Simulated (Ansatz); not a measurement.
## Convergence of a linear-scaling basis for twisted 2H-MoSe2/1T-TaS2 bilayer, 21.79° (42 atoms)

Wanted: errors and times of a linear-scaling basis for twisted 2H-MoSe2/1T-TaS2 bilayer, 21.79° (42 atoms). A setting counts as converged where the r.m.s. difference of forces stays under 1 % of the r.m.s. force.

Method: Kohn-Sham DFT, PBE+D3(BJ), PAW (set soft_2), plane waves, in Ansatz 0.2.0.

## (1) The starting structure

The cell holds 42 atoms: 7 Mo, 14 Se, 7 Ta and 14 S. Its edges and angles: a = 8.797 Å, b = 8.797 Å, c = 21.570 Å, α = 90.0°, β = 90.0°, γ = 120.0°. It derives from MoSe2 and TaS2. 2H-MoSe2 (a = 3.29 Å) under 1T-TaS2 (a = 3.36 Å), bilayer, commensurate cell of 7 unit cells a layer, twist 21.79 deg, both strained to the mean lattice constant; facing planes 3.17 Å apart; 12 Å of vacuum; layers as built, displaced by a Gaussian of 0.01 Å. Regions: layer 1, 21 atoms (7 Mo and 14 Se); layer 2, 21 atoms (7 Ta and 14 S). Vacuum lies along c.

What the set-up can't give: Beside vacuum, support functions can miss their usual error bounds without a warning. The electron count is odd and the run has no spin polarisation. The levels lack spin–orbit coupling, which is large for the heavy elements here.

## (2) Plane-wave single point

This run is the reference for what follows, at a cutoff of 420 eV.

input.yaml reads:

```yaml
crystal:
  lattice:
    - [8.7971, 0.0, 0.0]
    - [-4.39855, 7.61851, 0.0]
    - [0.0, 0.0, 21.57]
  atoms:
    - { symbol: Mo, position: [0.19111, 0.2397, 0.35581] }
    - { symbol: Se, position: [0.23951, 0.04934, 0.43316] }
    - { symbol: Se, position: [0.24013, 0.0501, 0.27818] }
    - { symbol: Mo, position: [0.33041, 0.66474, 0.35623] }
    - { symbol: Se, position: [0.38311, 0.47705, 0.43256] }
    - { symbol: Se, position: [0.37933, 0.47762, 0.27791] }
    - { symbol: Mo, position: [0.47762, 0.09379, 0.35579] }
    - { symbol: Se, position: [0.52415, 0.905, 0.43304] }
    - { symbol: Se, position: [0.52451, 0.90535, 0.27783] }
    - { symbol: Mo, position: [0.62225, 0.52507, 0.35559] }
    - { symbol: Se, position: [0.66634, 0.33086, 0.43275] }
    - { symbol: Se, position: [0.66841, 0.33311, 0.27901] }
    - { symbol: Mo, position: [0.7614, 0.95358, 0.35617] }
    - { symbol: Se, position: [0.80804, 0.76222, 0.4334] }
    - { symbol: Se, position: [0.81055, 0.76394, 0.27769] }
    - { symbol: Mo, position: [0.90456, 0.38204, 0.35583] }
    - { symbol: Se, position: [0.95188, 0.19075, 0.43262] }
    - { symbol: Se, position: [0.95404, 0.19233, 0.27874] }
    - { symbol: Mo, position: [0.04624, 0.80858, 0.35536] }
    - { symbol: Se, position: [0.09466, 0.61746, 0.43343] }
    - { symbol: Se, position: [0.09732, 0.62046, 0.27855] }
    - { symbol: Ta, position: [0.14382, 0.71472, 0.65147] }
    - { symbol: S, position: [0.38077, 0.90366, 0.72209] }
    - { symbol: S, position: [0.33397, 0.66543, 0.5799] }
    - { symbol: Ta, position: [0.00225, 0.00172, 0.65127] }
    - { symbol: S, position: [0.2388, 0.19071, 0.72106] }
    - { symbol: S, position: [0.18918, 0.95225, 0.58] }
    - { symbol: Ta, position: [0.28495, 0.428, 0.65104] }
    - { symbol: S, position: [0.52499, 0.61926, 0.72115] }
    - { symbol: S, position: [0.47595, 0.38004, 0.58049] }
    - { symbol: Ta, position: [0.5698, 0.85798, 0.65085] }
    - { symbol: S, position: [0.80724, 0.04511, 0.72192] }
    - { symbol: S, position: [0.76212, 0.80975, 0.58001] }
    - { symbol: Ta, position: [0.42859, 0.14178, 0.65037] }
    - { symbol: S, position: [0.66699, 0.33434, 0.72141] }
    - { symbol: S, position: [0.61817, 0.09543, 0.58043] }
    - { symbol: Ta, position: [0.71525, 0.5721, 0.65114] }
    - { symbol: S, position: [0.95268, 0.76334, 0.72187] }
    - { symbol: S, position: [0.90262, 0.52368, 0.57918] }
    - { symbol: Ta, position: [0.85697, 0.28648, 0.6508] }
    - { symbol: S, position: [0.09555, 0.47534, 0.72196] }
    - { symbol: S, position: [0.04652, 0.23917, 0.57977] }
kpoints:
  mp_grid: { grid: [2, 2, 1] }
hamiltonian:
  xc: pbe
  dispersion: d3bj
scf:
  occupations: { method: gaussian, width: 0.05 }
output:
  forces: true
  populations: true
  dos:
    method: { smearing: { sigma: 0.15 } }
    de: 0.1
    projected:
      site_lists:
        Mo: [Mo]
        S: [S]
        Se: [Se]
        Ta: [Ta]
        layer_1: [0, 1, 2, 3, 4, 5, 6, 7, 8, 9, 10, 11, 12, 13, 14, 15, 16, 17, 18, 19, 20]
        layer_2: [21, 22, 23, 24, 25, 26, 27, 28, 29, 30, 31, 32, 33, 34, 35, 36, 37, 38, 39, 40, 41]
  eigenvalues: true
  write_density: true
  write_potential: true
  volumetric_format: npy
  elf: true
```

Command:

```console
ansatz run input.yaml --threads 4 --pin off --max-ram 8192MiB --backend cpu --events-out ev --progress --plain --runs-dir out
```

Numbers of over 12 decimals in the logs are rounded to 6 here.

The log of the run:

```text
Engine: ansatz 0.2.0, x86_64-unknown-linux-gnu
Pseudopotentials: kind: paw
Pseudopotential: Mo, paw, valence charge 14, recommended cutoff 420 eV (normal), Mo.paw.azcp
Pseudopotential: Se, paw, valence charge 16, recommended cutoff 420 eV (normal), Se.paw.azcp
Pseudopotential: Ta, paw, valence charge 13, recommended cutoff 420 eV (normal), Ta.paw.azcp
Pseudopotential: S, paw, valence charge 6, recommended cutoff 420 eV (normal), S.paw.azcp
Functional definition: PBE
  parameter kappa = 0.804
  parameter beta = 0.066725
  exchange = pbe_x(kappa = kappa, mu = beta*pi^2/3)
  correlation = pbe_c(beta = beta)
Crystal: 42 atoms, lattice volume = 1445.639 Å³
Basis set: ecut = 420 eV, 28267 PW (Γ), exchange–correlation on 120×120×300 points (8 copies of the dense FFT grid, shifted against one another)
Bands: 299, of which v1, the nominal top of the filled ones, is band 249 counted from 1 (248 counted from 0)
Symmetry: 1 space group operations
Space group: P1 (ITA 1), of the structure as read, at distance tolerance 1.1e-4 Å
k-points: 4
Non-local potential: Mo, projectors of the file, l = 0: 3, l = 1: 2, l = 2: 2, l = 3: 1
Non-local potential: Se, projectors of the file, l = 0: 2, l = 1: 2, l = 2: 3, l = 3: 1
Non-local potential: Ta, projectors of the file, l = 0: 3, l = 1: 2, l = 2: 2, l = 3: 1
Non-local potential: S, projectors of the file, l = 0: 2, l = 1: 2, l = 2: 2
PAW form: soft (Blöchl's): semilocal exchange-correlation on the pseudo side does not see the compensation charge
PAW one-centre angular grid: Mo, 590 points (default); XC on 64 Gauss nodes
PAW one-centre angular grid: Se, 590 points (default); XC on 64 Gauss nodes
PAW one-centre angular grid: Ta, 590 points (default); XC on 64 Gauss nodes
PAW one-centre angular grid: S, 110 points (default); XC on 64 Gauss nodes
Initial density: superposition of atomic densities (neutral atoms: chi_scale 0, normalization atom), corrected by the library's trained network
Initial wavefunctions: pseudopotential atomic-orbital guess
Functional: x = pbe(κ = 0.804, μ = 0.219515), c = pbe(β = 0.066725)
SCF iter   1: F=—  HF=-193464.392507 eV  |F-HF|=—  |Δ(HF+E_count)|=         —  Δρ=3.22e-3  dr2=4.25e-1  ethr=1.77e-3  ⟨swp⟩=7.0  Hψ=4857  notcnv=0  defer=33
preconditioner: auto → LDOS  [metal: Δε(μ)=0.010 eV  Ē_g=7.874 eV  σ=0.050 eV  W_gap=0.11  n_scr=308 (ndim 8)  ℏωp=15.3 eV  f_vac=0.417  D(μ)=46.38/eV (n_scr^D=346)  β→1.0]
SCF iter   2: F=—  HF=-193464.537799 eV  |F-HF|=—  |Δ(HF+E_count)|=   1.45e-1  Δρ=3.90e-3  dr2=1.20e0  ethr=8.56e-5  ⟨swp⟩=2.0  Hψ=1891  notcnv=0  defer=174
SCF iter   3: F=—  HF=-193464.517399 eV  |F-HF|=—  |Δ(HF+E_count)|=   2.04e-2  Δρ=3.74e-3  dr2=1.28e0  ethr=8.56e-5  ⟨swp⟩=2.2  Hψ=1666  notcnv=0  defer=174
SCF iter   4: F=—  HF=-193464.442643 eV  |F-HF|=—  |Δ(HF+E_count)|=   7.48e-2  Δρ=2.36e-3  dr2=5.17e-1  ethr=8.56e-5  ⟨swp⟩=1.8  Hψ=1295  notcnv=0  defer=174
SCF iter   5: F=—  HF=-193464.396532 eV  |F-HF|=—  |Δ(HF+E_count)|=   4.61e-2  Δρ=8.35e-4  dr2=7.92e-2  ethr=8.56e-5  ⟨swp⟩=1.8  Hψ=1359  notcnv=0  defer=174
SCF iter   6: F=—  HF=-193464.389551 eV  |F-HF|=—  |Δ(HF+E_count)|=   6.98e-3  Δρ=5.72e-4  dr2=1.66e-2  ethr=1.59e-5  ⟨swp⟩=2.0  Hψ=1355  notcnv=0  defer=174
SCF iter   7: F=—  HF=-193464.389735 eV  |F-HF|=—  |Δ(HF+E_count)|=   1.84e-4  Δρ=3.56e-4  dr2=5.21e-3  ethr=3.34e-6  ⟨swp⟩=2.5  Hψ=1405  notcnv=0  defer=174
SCF iter   8: F=—  HF=-193464.389892 eV  |F-HF|=—  |Δ(HF+E_count)|=   1.57e-4  Δρ=1.54e-4  dr2=1.21e-3  ethr=1.05e-6  ⟨swp⟩=2.5  Hψ=1467  notcnv=0  defer=174
SCF iter   9: F=—  HF=-193464.389888 eV  |F-HF|=—  |Δ(HF+E_count)|=   3.94e-6  Δρ=1.04e-4  dr2=6.54e-4  ethr=2.43e-7  ⟨swp⟩=3.0  Hψ=1467  notcnv=0  defer=174
SCF iter  10: F=—  HF=-193464.389863 eV  |F-HF|=—  |Δ(HF+E_count)|=   2.53e-5  Δρ=8.42e-5  dr2=3.89e-4  ethr=1.32e-7  ⟨swp⟩=2.0  Hψ=1425  notcnv=0  defer=174
SCF iter  11: F=—  HF=-193464.389864 eV  |F-HF|=—  |Δ(HF+E_count)|=   1.50e-6  Δρ=4.62e-5  dr2=1.26e-4  ethr=7.83e-8  ⟨swp⟩=2.0  Hψ=1416  notcnv=0  defer=174
SCF iter  12: F=—  HF=-193464.389868 eV  |F-HF|=—  |Δ(HF+E_count)|=   4.17e-6  Δρ=4.12e-5  dr2=8.08e-5  ethr=2.53e-8  ⟨swp⟩=2.0  Hψ=1411  notcnv=0  defer=174
SCF iter  13: F=—  HF=-193464.390518 eV  |F-HF|=—  |Δ(HF+E_count)|=   6.49e-4  Δρ=2.60e-5  dr2=2.49e-5  ethr=1.62e-8  ⟨swp⟩=2.0  Hψ=1369  notcnv=0  defer=174
SCF iter  14: F=—  HF=-193464.390518 eV  |F-HF|=—  |Δ(HF+E_count)|=   4.24e-7  Δρ=1.34e-5  dr2=5.26e-6  ethr=5.00e-9  ⟨swp⟩=2.0  Hψ=1384  notcnv=0  defer=174
SCF iter  15: F=—  HF=-193464.390521 eV  |F-HF|=—  |Δ(HF+E_count)|=   2.55e-6  Δρ=1.11e-5  dr2=6.01e-6  ethr=1.06e-9  ⟨swp⟩=2.2  Hψ=1456  notcnv=0  defer=174
SCF iter  16: F=—  HF=-193464.390521 eV  |F-HF|=—  |Δ(HF+E_count)|=   5.02e-7  Δρ=6.86e-6  dr2=1.86e-6  ethr=1.06e-9  ⟨swp⟩=2.0  Hψ=1450  notcnv=0  defer=174
SCF iter  17: F=—  HF=-193464.390521 eV  |F-HF|=—  |Δ(HF+E_count)|=   1.46e-7  Δρ=3.07e-6  dr2=3.75e-7  ethr=3.74e-10  ⟨swp⟩=2.0  Hψ=1474  notcnv=0  defer=174
SCF iter  18: F=—  HF=-193464.390521 eV  |F-HF|=—  |Δ(HF+E_count)|=   1.79e-8  Δρ=2.42e-6  dr2=2.93e-7  ethr=7.54e-11  ⟨swp⟩=2.2  Hψ=1450  notcnv=0  defer=174
SCF iter  19: F=—  HF=-193464.390521 eV  |F-HF|=—  |Δ(HF+E_count)|=   1.83e-9  Δρ=1.71e-6  dr2=1.56e-7  ethr=5.91e-11  ⟨swp⟩=2.0  Hψ=1257  notcnv=0  defer=174
SCF iter  20: F=-193464.390521 eV  HF=-193464.390521 eV  |F-HF|=7.28e-8  |Δ(HF+E_count)|=   3.00e-9  Δρ=1.35e-6  dr2=9.02e-8  ethr=2.01e-11  ⟨swp⟩=17.0  Hψ=9165  notcnv=0
SCF 1 converged in 20 iterations: F = -193464.390521 eV  dr2 = 9.02e-8
  greatest PAW one-centre occupation: 1.000 electrons in one spin orbital (limit 2), on the Se atom at site 16 (counted from 0), in its partial waves of l = 2
WARN: The output density's exchange-correlation potential varies sharply where the density is thin. Do not read a vacuum level from v_tot or v_xc, or from such a field of the output density. On a cell that repeats whose density bears no net charge and no dipole along the vacuum's axis use v_es (v_loc + v_h of the components); [...]
SCF converged after 20 iterations
the last check of whether an eigenvalue changes by more than its tolerance under the output density was not made (no_room)
Free energy (F): -193464.390521 eV
Harris-Foulkes:  -193464.390521 eV  (|F-HF|=7.28e-8)
Internal energy: -193464.329870 eV  (E = F + TS)
E sigma→0 (E₀):  -193464.360196 eV
Entropy (-TS):   -0.060651 eV (-1.444 meV/atom)
Fermi energy:    4.540042 eV
--- Per-component energies (eV) ---
  E_band       = -10653.375289
  E_kinetic    = 8819.971002
  E_local      = -323571.669453  (includes V_loc(G=0)·N_el)
  E_nonlocal   = -6835.936841
  E_hartree    = 157692.961753
  E_xc         = -5642.371224
  E_vxc        = -5643.588267  (∫ρ·V_xc dr)
  E_paw        = -116350.812555  (= ΣΔE_a)
  E_vpaw       = 1191.954556  (= ΣTr[D̂ρ^β])
  E_aug_tail   = -0.006825  (compensation charges beyond the density's cutoff)
  E_ewald      = 92438.992449
  E_disp       = -15.458176  (pairwise vdW)
  E_smearing   = -0.060651  (= −TS)
  E_closure    = 0.000000  (closes the sum)
  Σ components = -193464.390521   (vs F -193464.390521, Δ=0.00e0)
--- Forces (eV/Å), atoms counted from 1 ---
  atom   1  Mo     0.10900764    -0.10051856    -0.00947541
  atom   2  Se    -0.03840066    -0.10169152    -0.39563824
  atom   3  Se    -0.02853989    -0.13801282     0.28873211
  atom   4  Mo     0.35869047     0.45629857    -0.19462642
  atom   5  Se    -0.04157186    -0.01043448     0.00671634
  atom   6  Se     0.26902328    -0.03036302     0.32031364
  atom   7  Mo    -0.31219800     0.16904294    -0.05056574
  atom   8  Se    -0.07745774    -0.19188069     0.00596025
  atom   9  Se    -0.02214582    -0.17488393     0.32401172
  atom  10  Mo    -0.42842993    -0.10014916    -0.07518513
  atom  11  Se    -0.05711017     0.17390139     0.05583019
  atom  12  Se    -0.11068754     0.00202933    -0.07977688
  atom  13  Mo     0.20778068    -0.22869162    -0.29053537
  atom  14  Se     0.22741975     0.00603902    -0.33275294
[...]
atom  41  S     -0.04346230     0.03509195     0.41857560
  atom  42  S      0.12938566     0.01634065    -0.15420151
  max |Σ_I F_I| component: 1.28e-4 eV/Å
--- Band table (eV) ---
  k-point 0: bands = ["-64.3115", "-64.2952", "-64.2787", "-64.2723", [... 283 levels ...], "7.4182", "7.8198", "7.8521", "7.8715", "7.9052", "7.9198", "7.9555", "8.0876", "8.1475", "8.1708", "8.1754", "8.1837"]
[...]
--- Löwdin populations: 42 sites ---
  site symbol       q [e]
     0     Mo     13.7401
     1     Se     16.0417
     2     Se     16.0496
[...]
41      S      6.1969
  spilling = 0.005205 (of n_electrons = 497.000000)
```

Wall time 50 s (4 threads of Intel Xeon 6975P-C (Granite Rapids), shared host); peak memory 6.8 GiB; 3 min of CPU time.

In the SCF lines HF is the Harris–Foulkes energy and dr2 the Hartree energy of the density residual, in eV; the loop may stop once dr2 is under the threshold and the program's other checks hold. Hψ counts applications of the Hamiltonian.

The program notes that the exchange-correlation potential is rough where the density is thin.

Numbers from this run:

| Property | Result |
| --- | --- |
| free energy | -193464.3905 eV |
| free energy per atom | -4606.2950 eV/atom |
| SCF cycles | 20 |
| r.m.s. force component | 0.2134 eV/Å |
| longest force | 0.7074 eV/Å |
| Fermi energy | 4.54 eV |
| levels partly filled by over 2 per cent | 12 |
| spilling of the projection | 0.005205 |

The r.m.s. force component of 0.21 eV/Å sets the scale for the differences below.

## (3) Support functions low

With localised support functions most steps grow linearly with size, though the diagonalisation grows faster unless the density matrix is cut; this run measures error and cost at this size.

This step: Kohn-Sham DFT, PBE+D3(BJ), PAW (set soft_2), localised support functions (low) (Ansatz 0.2.0).

input.yaml, the sections that differ from step 2:

```yaml
scf:
  occupations: { method: gaussian, width: 0.05 }
  eigensolver: { kind: { support_functions: { accuracy: low } } }
  mixing: { beta: 0.2 }
  max_iter: 150
output:
  forces: true
  eigenvalues: true
# crystal, kpoints, hamiltonian: as in step 2
```

The log of the run:

```text
Warning: scf.eigensolver.kind.support_functions: disabling space-group detection — the functions' gradient is summed over unrotated k-points, so no spatial operation reduces the k-mesh or symmetrises the density; time reversal is kept, so that k and −k are solved as one point where they differ and the mesh holds both, and exact exchange and, on two spinor components, a DFT+U term hold to it where the run has them: [...]
settings of this run that can trade accuracy for cost: scf.eigensolver.kind.support_functions; scf.eigensolver.kind.support_functions.accuracy: low [...]
[...]
Crystal: 42 atoms, lattice volume = 1445.639 Å³
Basis set: ecut = 420 eV, 28267 PW (Γ), exchange–correlation on 128×128×300 points (8 copies of the dense FFT grid, shifted against one another)
Bands: 299, of which v1, the nominal top of the filled ones, is band 249 counted from 1 (248 counted from 0)
Symmetry: 1 space group operations
k-points: 4
[...]
SCF iter   1: F=—  HF=-193458.212703 eV  |F-HF|=—  |Δ(HF+E_count)|=         —  Δρ=4.41e-2  dr2=4.45e1  ethr=1.00e-1
[...]
SCF iter  16: F=—  HF=-193464.395302 eV  |F-HF|=—  |Δ(HF+E_count)|=   1.20e-3  Δρ=3.30e-5  dr2=1.41e-5  ethr=1.07e-8  κ⁻¹=5.2e-5(r=7)
SCF iter  17: F=-193464.396159 eV  HF=-193464.396171 eV  |F-HF|=1.12e-5  |Δ(HF+E_count)|=   8.69e-4  Δρ=2.38e-5  dr2=7.76e-6  ethr=2.84e-9
SCF 1 converged in 17 iterations: F = -193464.418424 eV  dr2 = 7.76e-6
[...]
SCF converged after 17 iterations
Stability not checked: this state was not tested for a lower state beside it, because the mixer in use, unlike msr1, does not test its closes by its own steps (another_mixer; see scf.mixing.algorithm and scf.lower_state_search)
Free energy (F): -193464.418424 eV
[...]
Internal energy: -193464.358044 eV  (E = F + TS)
E sigma→0 (E₀):  -193464.388234 eV
Entropy (-TS):   -0.060379 eV (-1.438 meV/atom)
Fermi energy:    4.540232 eV
[...]
Σ components = -193464.418424   (vs F -193464.418424, Δ=0.00e0)
--- Forces (eV/Å), atoms counted from 1 ---
  atom   1  Mo     0.10873757    -0.10047513    -0.01116151
  atom   2  Se    -0.03872794    -0.10173072    -0.39613121
  atom   3  Se    -0.02875356    -0.13817907     0.28958021
  atom   4  Mo     0.35892949     0.45593065    -0.19635968
[...]
atom  42  S      0.12917848     0.01663028    -0.15280387
  max |Σ_I F_I| component: 1.57e-2 eV/Å
--- Band table (eV) ---
[...]
```

Wall time 8.9 min (4 threads); peak memory 3.5 GiB; 12 min of CPU time.

The program notes that the band table was not solved further than the SCF left it and it switched symmetry off.

Keys that differ from the reference: support_functions.accuracy = "low", scf.max_iter = 150 and scf.mixing.beta = 0.2.

Forces differ from the reference by 0.89 meV/Å r.m.s., 0.42 % of their size, within a tolerance of 1 %; the energy by -0.66 meV/atom. It took 8.9 min and 17 cycles; the reference's time can't be set against it, since the two runs asked for unlike analyses.

## (4) Support functions medium

With localised support functions most steps grow linearly with size, though the diagonalisation grows faster unless the density matrix is cut; this run measures error and cost at this size.

This step: Kohn-Sham DFT, PBE+D3(BJ), PAW (set soft_2), localised support functions (medium) (Ansatz 0.2.0).

input.yaml, the sections that differ from step 3:

```yaml
scf:
  occupations: { method: gaussian, width: 0.05 }
  eigensolver: { kind: { support_functions: { accuracy: medium } } }
  mixing: { beta: 0.2 }
  max_iter: 150
# crystal, kpoints, hamiltonian, output: as in step 3
```

The log of the run:

```text
[...]
Crystal: 42 atoms, lattice volume = 1445.639 Å³
Basis set: ecut = 420 eV, 28267 PW (Γ), exchange–correlation on 128×128×300 points (8 copies of the dense FFT grid, shifted against one another)
Bands: 299, of which v1, the nominal top of the filled ones, is band 249 counted from 1 (248 counted from 0)
Symmetry: 1 space group operations
k-points: 4
[...]
SCF iter   1: F=—  HF=-193458.212104 eV  |F-HF|=—  |Δ(HF+E_count)|=         —  Δρ=4.41e-2  dr2=4.45e1  ethr=1.00e-1
[...]
SCF iter  18: F=—  HF=-193464.397615 eV  |F-HF|=—  |Δ(HF+E_count)|=   7.54e-4  Δρ=1.34e-5  dr2=2.66e-6  ethr=1.57e-9  κ⁻¹=7.8e-5(r=7)
SCF iter  19: F=-193464.397606 eV  HF=-193464.397608 eV  |F-HF|=1.87e-6  |Δ(HF+E_count)|=   7.25e-6  Δρ=6.22e-6  dr2=8.35e-7  ethr=5.36e-10
SCF 1 converged in 19 iterations: F = -193464.418494 eV  dr2 = 8.35e-7
[...]
SCF converged after 19 iterations
[...]
Free energy (F): -193464.418494 eV
[...]
Internal energy: -193464.358095 eV  (E = F + TS)
E sigma→0 (E₀):  -193464.388295 eV
Entropy (-TS):   -0.060399 eV (-1.438 meV/atom)
Fermi energy:    4.539897 eV
[...]
Σ components = -193464.418494   (vs F -193464.418494, Δ=0.00e0)
--- Forces (eV/Å), atoms counted from 1 ---
  atom   1  Mo     0.10879895    -0.10050790    -0.01075662
  atom   2  Se    -0.03872438    -0.10176648    -0.39634813
  atom   3  Se    -0.02880953    -0.13826994     0.28952399
  atom   4  Mo     0.35909937     0.45591508    -0.19599682
[...]
atom  42  S      0.12921188     0.01663069    -0.15276929
  max |Σ_I F_I| component: 1.71e-2 eV/Å
--- Band table (eV) ---
[...]
```

Elapsed: 6 min, on 4 threads; peak memory 3.5 GiB; 15 min of CPU time.

Keys that differ from the reference: support_functions.accuracy = "medium", scf.max_iter = 150 and scf.mixing.beta = 0.2.

Forces differ from the reference by 0.84 meV/Å r.m.s., 0.39 % of their size, within a tolerance of 1 %; the energy by -0.67 meV/atom. It took 6 min and 19 cycles; the reference's time can't be set against it, since the two runs asked for unlike analyses.

(Part 1 of 2 ends here.)

[Logs are printed without paths, hosts, clocks, repeated set-up lines and the standing remarks that a program may print on its own settings, such as how far it seeks lower states.]

[Hosts, paths, dates, database ids (printed as entryN), source tags and the programs' standing remarks are cut or masked in the printed files.]
